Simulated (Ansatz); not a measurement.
# 3-layer puckered SnSe (AB) in a perpendicular field

Aim: how the 3-layer puckered SnSe (AB) screens a field along its normal, and what the field does to its bands. A positive field points along +c.

Main program and level: Ansatz 0.2.0; plane-wave DFT, PBE-D3(BJ), Ansatz PAW.

Report form: the programs' logs are mostly left out.

### Step 1. The starting structure

The cell holds 12 atoms: 6 Sn and 6 Se. Its edges and angles: a = 4.400 Å, b = 4.290 Å, c = 59.781 Å, α = 90.0°, β = 90.0°, γ = 90.0°. Regions: layer 1: puckered SnSe, 4 atoms (2 Sn and 2 Se); layer 2: puckered SnSe, 4 atoms (2 Sn and 2 Se); layer 3: puckered SnSe, 4 atoms (2 Sn and 2 Se). Vacuum lies along c.

### Step 2. Relaxation

The starting cell is a guess, so the in-plane lattice and the atoms are relaxed first, with the slab cut off from its images along the normal.

The input, input.yaml:

```yaml
crystal:
  lattice:
    - [4.4, 0.0, 0.0]
    - [0.0, 4.29, 0.0]
    - [0.0, 0.0, 59.7808000023]
  atoms:
    - { symbol: Sn, position: [0.06, 0.0, 0.3797205792] }
    - { symbol: Se, position: [0.44, 0.5, 0.3813933571] }
    - { symbol: Se, position: [0.94, 0.0, 0.4247785242] }
    - { symbol: Sn, position: [0.56, 0.5, 0.4264513021] }
    - { symbol: Sn, position: [0.06, 0.5, 0.4766346385] }
    - { symbol: Se, position: [0.44, 0.0, 0.4783074164] }
    - { symbol: Se, position: [0.94, 0.5, 0.5216925836] }
    - { symbol: Sn, position: [0.56, 0.0, 0.5233653615] }
    - { symbol: Sn, position: [0.06, 0.0, 0.5735486979] }
    - { symbol: Se, position: [0.44, 0.5, 0.5752214758] }
    - { symbol: Se, position: [0.94, 0.0, 0.6186066429] }
    - { symbol: Sn, position: [0.56, 0.5, 0.6202794208] }
  periodic: [true, true, false]
kpoints:
  mp_grid: { grid: [8, 8, 1] }
hamiltonian:
  xc: pbe
  dispersion: d3bj
scf:
  occupations: { method: fermi_dirac, width: 0.05 }
  convergence: { dr2_threshold: 1.0e-09 }
relax:
  f_tol: 0.004
  max_steps: 90
  cell: {}
output:
  write_potential: true
  write_density: true
  volumetric_format: npy
```

Launch:

```
ansatz run input.yaml --threads 4 --pin off --max-ram 16384MiB --backend cpu --events-out ev --progress --plain --runs-dir out
```

Wall time 19 min (4 threads of Arm Neoverse V1, shared host); peak memory 3.8 GiB.

Step by step:

| step | energy less that of the first step (eV) | largest force component (eV/Å) | volume (Å³) |
| --- | --- | --- | --- |
| 1 | 0.0000 | 0.7067 | 1128.42 |
| 2 | -0.4035 | 0.3358 | 1124.59 |
| 3 | -0.4762 | 0.0482 | 1113.34 |
| 4 | -0.4801 | 0.0185 | 1107.02 |
| 5 | -0.4866 | 0.0208 | 1094.25 |
| 6 | -0.4867 | 0.0419 | 1087.34 |
| 7 | -0.4881 | 0.0056 | 1090.97 |
| 8 | -0.4881 | 0.0106 | 1090.50 |
| 9 | -0.4882 | 0.0024 | 1090.60 |
| 10* | -0.4865 | 0.0023 | 1090.60 |

Relaxation steps marked * repeat the geometry before them on a plane-wave basis chosen anew for their cell, so energy and pressure can jump there. Relaxation step 6 was tried and not accepted.

The run keeps the 4 symmetry operations that it works with, so distortions that break them were not tested.

| cell as run | before | after | change |
| --- | --- | --- | --- |
| a (Å) | 4.400 | 4.311 | -2.0 % |
| b (Å) | 4.290 | 4.232 | -1.4 % |

The atoms that moved most (Å, along periodic axes as changes of fractional coordinates times the final cell, across vacuum about the mean position):

| atom | dx | dy | dz | length |
| --- | --- | --- | --- | --- |
| Sn9 | -0.147 | 0.000 | -0.100 | 0.178 |
| Sn4 | -0.147 | 0.000 | 0.100 | 0.178 |
| Sn12 | -0.170 | 0.000 | 0.017 | 0.171 |
| Sn1 | -0.170 | 0.000 | -0.017 | 0.171 |
| Se2 | 0.148 | 0.000 | 0.065 | 0.162 |
| Se11 | 0.148 | 0.000 | -0.065 | 0.162 |
| Se6 | 0.148 | 0.000 | 0.051 | 0.157 |
| Se7 | 0.148 | 0.000 | -0.051 | 0.157 |

The lattice constant a goes from 4.400 to 4.311 Å.

### Step 3. Atoms held, field 0, start network

A sawtooth potential applies the field, turning back in the middle of the vacuum. With the dipole correction the typed value is the field outside the slab. The induced dipole is small, so the SCF threshold is tight.

The cell differs from the one that the last finished run ended in (c 59.781 → 32.414 Å).

The input, input.yaml:

```yaml
crystal:
  lattice:
    - [4.3111852727, 0.0, 0.0]
    - [0.0, 4.2316266001, 0.0]
    - [0.0, 0.0, 32.4141101656]
  atoms:
    - { symbol: Sn, position: [0.0206327887, 0.0, 0.2776568585] }
    - { symbol: Se, position: [0.4742503353, 0.5, 0.2832754782] }
    - { symbol: Se, position: [0.9753311908, 0.0, 0.361343775] }
    - { symbol: Sn, position: [0.5258345659, 0.5, 0.3674319208] }
    - { symbol: Sn, position: [0.0295989126, 0.5, 0.4542790135] }
    - { symbol: Se, position: [0.4743522068, 0.0, 0.4615716902] }
    - { symbol: Se, position: [0.9743522068, 0.5, 0.5384283098] }
    - { symbol: Sn, position: [0.5295989126, 0.0, 0.5457209865] }
    - { symbol: Sn, position: [0.0258345659, 0.0, 0.6325680792] }
    - { symbol: Se, position: [0.4753311908, 0.5, 0.638656225] }
    - { symbol: Se, position: [0.9742503353, 0.0, 0.7167245218] }
    - { symbol: Sn, position: [0.5206327887, 0.5, 0.7223431415] }
kpoints:
  mp_grid: { grid: [10, 10, 1] }
  band_path:
    path:
      - [0, 0, 0]
      - [0.5, 0, 0]
      - [0.5, 0.5, 0]
      - [0, 0, 0]
      - [0, 0.5, 0]
      - [0.5, 0.5, 0]
    npoints: 16
hamiltonian:
  xc: pbe
  dispersion: d3bj
scf:
  occupations: { method: fermi_dirac, width: 0.02585 }
  convergence: { dr2_threshold: 1.0e-10 }
efield:
  axis: 3
  dipole_correction: true
  ramp_position: 0.97
  ramp_width: 0.06
  amplitude: 0
output:
  dos: { projected: true, e_range: [-6, 5] }
  write_potential: true
  write_density: true
  volumetric_format: npy
  elf: true
```

The job ended after 3.8 min (4 threads; peak memory 3.9 GiB; 15 min of CPU time).

Numbers from this step:

```yaml
dipole_along_the_normal: -5.32e-6 e·Å
gap_along_the_path: 0.6495 eV
smallest_direct_gap_along_the_path: 0.6495 eV
ionisation_energy_upper_face: 4.283 eV
electron_affinity_upper_face: 3.634 eV
gap_the_smaller_of_path_and_mesh: 0.6495 eV
```

Running mean over a fixed 2.7 Å (it still follows the layers) of the planar mean; the ramp of the sawtooth is left out. Table of electron's electrostatic potential energy less the Fermi level by z:

z (Å), electron's electrostatic potential energy less the Fermi level (eV) and a bar from the least value:
```
      3.5       3.93 ##############################
      4.0       3.93 ##############################
      4.5       3.93 ##############################
      5.0       3.93 ##############################
      5.5       3.91 ##############################
      6.0       3.86 ##############################
      6.5       3.67 #############################
      7.0       2.90 #########################
      7.5       1.48 ###################
      8.0      -0.02 ############
      8.5      -1.56 #####
      9.0      -2.17 ##
      9.5      -2.28 #
     10.0      -2.42 #
     10.5      -2.56 
     11.0      -2.41 #
     11.5      -2.33 #
     12.0      -2.28 #
     12.5      -1.86 ###
     13.0      -1.43 #####
     13.5      -1.40 #####
     14.0      -1.65 ####
     14.5      -2.19 ##
     15.0      -2.31 #
     15.5      -2.33 #
     16.0      -2.53 
     16.5      -2.49 
     17.0      -2.31 #
     17.5      -2.30 #
     18.0      -2.14 ##
     18.5      -1.57 #####
     19.0      -1.39 #####
     19.5      -1.46 #####
     20.0      -1.97 ###
     20.5      -2.30 #
     21.0      -2.33 #
     21.5      -2.44 #
     22.0      -2.56 
     22.5      -2.39 #
     23.0      -2.27 #
     23.5      -2.13 ##
     24.0      -1.33 ######
     24.5       0.26 #############
     25.0       1.73 ####################
     25.5       3.11 ##########################
     26.0       3.72 #############################
     26.5       3.88 ##############################
     27.0       3.92 ##############################
     27.5       3.93 ##############################
     28.0       3.93 ##############################
     28.5       3.93 ##############################
     29.0       3.93 ##############################
```

The density of states has structure finer than the step of the table below, so its rows give means over 0.25 eV, whole bins alone (the curve runs from -6 to 2.27 eV). Peaks (eV: height): -4.150: 9.81, -2.310: 13.0, -2.060: 15.5, -1.260: 11.3, -0.950: 24.7, 0.750: 9.74, 2.050: 12.0.

The density of states by energy, zero at the Fermi level of the run, which the smearing sets inside the gap; means over each step:

| energy (eV) | density of states (states/eV a cell) |
| --- | --- |
| -5.75 | 1.04 |
| -5.50 | 0.309 |
| -5.25 | 1.13 |
| -5.00 | 3.74 |
| -4.75 | 4.34 |
| -4.50 | 4.60 |
| -4.25 | 5.80 |
| -4.00 | 7.11 |
| -3.75 | 9.49 |
| -3.50 | 8.58 |
| -3.25 | 8.77 |
| -3.00 | 8.86 |
| -2.75 | 8.75 |
| -2.50 | 10.8 |
| -2.25 | 11.3 |
| -2.00 | 12.2 |
| -1.75 | 5.60 |
| -1.50 | 6.48 |
| -1.25 | 9.03 |
| -1.00 | 12.7 |
| -0.75 | 4.05 |
| -0.50 | 0.460 |
| -0.25 | 0 |
| 0.00 | 0 |
| 0.25 | 0 |
| 0.50 | 1.20 |
| 0.75 | 5.42 |
| 1.00 | 5.21 |
| 1.25 | 7.21 |
| 1.50 | 6.85 |
| 1.75 | 6.84 |
| 2.00 | 8.59 |

Projected DOS per atom over height of the atomic layer and energy from the Fermi level. Layers: SnSe SnSe SnSe SnSe SnSe SnSe from below.

Values in states/eV, 22 rows by 6 columns, each cell a mean:
```
0.75 0.64 0.62 0.62 0.64 0.75
0.69 0.51 0.49 0.49 0.51 0.69
0.58 0.53 0.55 0.55 0.53 0.58
0.37 0.47 0.52 0.52 0.47 0.37
0.19 0.22 0.24 0.24 0.22 0.19
0.00 0.00 0.00 0.00 0.00 0.00
0.00 0.00 0.00 0.00 0.00 0.00
0.09 0.07 0.06 0.06 0.07 0.09
1.02 0.78 0.71 0.71 0.78 1.02
0.59 0.71 0.80 0.80 0.71 0.59
0.44 0.43 0.53 0.53 0.43 0.44
0.99 0.90 0.97 0.97 0.90 0.99
0.97 1.00 0.82 0.82 1.00 0.97
0.81 0.66 0.73 0.73 0.66 0.81
0.80 0.69 0.68 0.68 0.69 0.80
0.80 0.80 0.65 0.65 0.80 0.80
0.59 0.65 0.66 0.66 0.65 0.59
0.36 0.46 0.51 0.51 0.46 0.36
0.29 0.39 0.44 0.44 0.39 0.29
0.20 0.27 0.30 0.30 0.27 0.20
0.03 0.03 0.02 0.02 0.03 0.03
0.09 0.09 0.08 0.08 0.09 0.09
```
Columns: height of the atomic layer (Å) from 9.09 to 23.3 (not evenly spaced); rows upwards: energy from the Fermi level (eV) from -5.96 to 2.23.

Electronic bands along the path, in eV, zero at the Fermi level of the run, which the smearing sets inside the gap:

| point | band 87 | band 88 | band 89 | band 90 | band 91 | band 92 | band 93 | band 94 |
| --- | --- | --- | --- | --- | --- | --- | --- | --- |
| Γ | -2.11 | -0.99 | -0.90 | -0.90 | 0.41 | 1.54 | 2.60 | 2.64 |
| halfway | -1.20 | -1.16 | -0.90 | -0.83 | 0.86 | 0.90 | 1.44 | 1.81 |
| X | -0.87 | -0.87 | -0.57 | -0.57 | 0.69 | 0.69 | 1.07 | 1.07 |
| halfway | -1.89 | -1.89 | -1.54 | -1.54 | 1.40 | 1.40 | 2.16 | 2.16 |
| S | -2.11 | -2.11 | -2.05 | -2.05 | 2.29 | 2.29 | 2.38 | 2.38 |
| halfway | -1.62 | -0.96 | -0.79 | -0.77 | 0.71 | 1.12 | 1.30 | 1.68 |
| Γ | -2.11 | -0.99 | -0.90 | -0.90 | 0.41 | 1.54 | 2.60 | 2.64 |
| halfway | -1.26 | -1.23 | -1.03 | -0.99 | 0.75 | 1.38 | 1.60 | 1.75 |
| Y | -0.89 | -0.89 | -0.77 | -0.77 | 0.77 | 0.77 | 0.88 | 0.88 |
| halfway | -1.87 | -1.87 | -1.66 | -1.66 | 1.42 | 1.42 | 2.17 | 2.17 |
| S | -2.11 | -2.11 | -2.05 | -2.05 | 2.29 | 2.29 | 2.38 | 2.38 |

Valence density in the ca plane at fractional y = 0.000, with atoms of Sn and Se within 0.2 Å of it. It is the smooth field of the valence electrons, not physical close to the nuclei.

Ten steps, logarithmic in the rise over the least value, from '0' (0 e/Å³) to '9' (32 e/Å³), each cell a mean:
```
00000000000000000001367531126995210000000000
00000000000000000001233211123553100000000000
00000000000000000000011100011221000001111000
00000000000000000000000000000110000012332111
00000000000000000000000000000000000124774211
00000000000000000000000000000000000126995211
00000000000000000000000000000000000125774211
00000000000000000000011100000000000012332100
00000000000000000000133210011221000001111000
00000000000000000001356531123543100000000000
00000000000000000002478641126985210000000000
```
Columns run along c (16.0 Å, from fractional 0.03 to 0.53 of the cell), rows up along a (4.3 Å). Atoms in or near the plane, at fractional coordinates: Sn at (0.28, 0.02), Se at (0.36, 0.98), Se at (0.46, 0.47).

Electrostatic potential energy in the ca plane at fractional y = 0.000, with atoms of Sn and Se within 0.2 Å of it. With pseudopotentials it is smooth inside the atoms' cores, unlike the true potential.

Values in eV, 6 rows by 16 columns, each cell a mean:
```
  7   7   7   7   7   7   5  -7  -7  -2 -11 -10   6   6   6   6
  7   7   7   7   7   7   6   2  -1   5  -2   1   7   2  -1   3
  7   7   7   7   7   7   7   6   6   7   6   6   6  -9 -11  -3
  7   7   7   7   7   7   7   5   4   6   6   6   6 -10 -11  -1
  7   7   7   7   7   7   6  -5  -9   3  -1   1   7   1  -2   5
  7   7   7   7   7   7   4  -5   0  -4 -11 -10   6   6   6   7
```
Columns run along c (16.0 Å, from fractional 0.03 to 0.53 of the cell; values clipped at the 3rd and 97th percentile), rows up along a (4.3 Å). Atoms in or near the plane, at fractional coordinates: Sn at (0.28, 0.02), Se at (0.36, 0.98), Se at (0.46, 0.47).

ELF in the ca plane at fractional y = 0.000, with atoms of Sn and Se within 0.2 Å of it. It is the smooth field of the valence electrons, not physical close to the nuclei.

Ten even steps from '0' (0.00) to '9' (0.82), each cell a mean:
```
00000000000000258996410134797338972000000000
00000000000000125897543333688889951013432101
00000000000000002466654322478998620258887522
00000000000000000012222110135665201599999853
00000000000000000000000000001221003899668963
00000000000000000000000000000000003897227973
00000000000000000001111110001111002798558973
00000000000000000134333221135665201589998753
00000000000000013566443332478999720157887521
00000000000000136886410133699899961013443100
00000000000000258986300023797348972000110000
```
Columns run along c (16.0 Å, from fractional 0.03 to 0.53 of the cell), rows up along a (4.3 Å). Atoms in or near the plane, at fractional coordinates: Sn at (0.28, 0.02), Se at (0.36, 0.98), Se at (0.46, 0.47).

The gap is 0.65 eV, with the valence edge 4.28 eV and the conduction edge 3.63 eV under the upper vacuum level.

### Step 4. Atoms held, field 0.05 V/Å

Edit input.yaml of step 3 so:

```diff
@@ -40,5 +40,4 @@
   ramp_width: 0.06
-  amplitude: 0
+  amplitude: 0.05
 output:
-  dos: { projected: true, e_range: [-6, 5] }
   write_potential: true
@@ -46,2 +45 @@
   volumetric_format: npy
-  elf: true
```

Run time: 4.3 min. Hardware: 4 threads; peak memory 3.2 GiB; 17 min of CPU time.

The dipole is 0.0828 e·Å, and the gap 0.648 eV.

### Step 5. Single point, field -0.05 V/Å

Edit input.yaml of step 4 so:

```diff
@@ -40,3 +40,3 @@
   ramp_width: 0.06
-  amplitude: 0.05
+  amplitude: -0.05
 output:
```

Wall time 4.2 min (4 threads); peak memory 3.2 GiB; 17 min of CPU time.

The dipole is -0.0828 e·Å, and the gap 0.648 eV.

### Step 6. Single point, field 0.1 V/Å

Edit input.yaml of step 5 so:

```diff
@@ -40,3 +40,3 @@
   ramp_width: 0.06
-  amplitude: -0.05
+  amplitude: 0.1
 output:
```

Run time: 4.3 min. Hardware: 4 threads; peak memory 3.2 GiB.

The dipole is 0.166 e·Å, and the gap 0.645 eV.

### Step 7. Atoms held, field -0.1 V/Å

Edit input.yaml of step 6 so:

```diff
@@ -40,3 +40,3 @@
   ramp_width: 0.06
-  amplitude: 0.1
+  amplitude: -0.1
 output:
```

The job ended after 4.4 min (4 threads; peak memory 3.2 GiB; 18 min of CPU time).

The dipole is -0.166 e·Å, and the gap 0.645 eV.

### Step 8. Single point, field 0.2 V/Å

Edit input.yaml of step 7 so:

```diff
@@ -40,3 +40,3 @@
   ramp_width: 0.06
-  amplitude: -0.1
+  amplitude: 0.2
 output:
```

The job ended after 4.5 min (4 threads; peak memory 3.2 GiB; 18 min of CPU time).

The dipole is 0.331 e·Å, and the gap 0.633 eV.

### Step 9. Atoms held, field -0.2 V/Å

Edit input.yaml of step 8 so:

```diff
@@ -40,3 +40,3 @@
   ramp_width: 0.06
-  amplitude: 0.2
+  amplitude: -0.2
 output:
```

Run time: 4.5 min. Hardware: 4 threads; peak memory 3.2 GiB.

The dipole is -0.331 e·Å, and the gap 0.633 eV.

### Step 10. Single point, field 0.3 V/Å

Edit input.yaml of step 9 so:

```diff
@@ -38,5 +38,5 @@
   dipole_correction: true
-  ramp_position: 0.97
-  ramp_width: 0.06
-  amplitude: -0.2
+  ramp_position: 0.9697
+  ramp_width: 0.0606
+  amplitude: 0.3
 output:
```

The job ended after 4.3 min (4 threads; peak memory 3.2 GiB).

The dipole is 0.497 e·Å, and the gap 0.614 eV.

### Step 11. Single point, field -0.3 V/Å

Edit input.yaml of step 10 so:

```diff
@@ -40,3 +40,3 @@
   ramp_width: 0.0606
-  amplitude: 0.3
+  amplitude: -0.3
 output:
```

It took 4.3 min on 4 threads; peak memory 3.2 GiB.

The dipole is -0.497 e·Å, and the gap 0.614 eV.

### Step 12. Single point, field 0.4 V/Å

Edit input.yaml of step 11 so:

```diff
@@ -38,5 +38,5 @@
   dipole_correction: true
-  ramp_position: 0.9697
-  ramp_width: 0.0606
-  amplitude: -0.3
+  ramp_position: 0.9411
+  ramp_width: 0.1178
+  amplitude: 0.4
 output:
```

It took 4.2 min on 4 threads; peak memory 3.2 GiB.

The dipole is 0.663 e·Å, and the gap 0.590 eV.

(Part 1 of 2 ends here.)

[Logs are printed without paths, hosts, clocks, repeated set-up lines and the standing remarks that a program may print on its own settings, such as how far it seeks lower states.]

[Hosts, paths, dates, database ids (printed as entryN), source tags and the programs' standing remarks are cut or masked in the printed files.]

[Maps of the electrostatic potential energy from Ansatz leave out the sawtooth potential of an applied field or a dipole correction, so their vacuum need not be flat; planar profiles and work functions include it.]

[The density of states shown here was stored with 400 of the rows of the run's finer table, so its peaks can read low, often by over a quarter, or be missed, and its means over a window can be off by a tenth or more.]
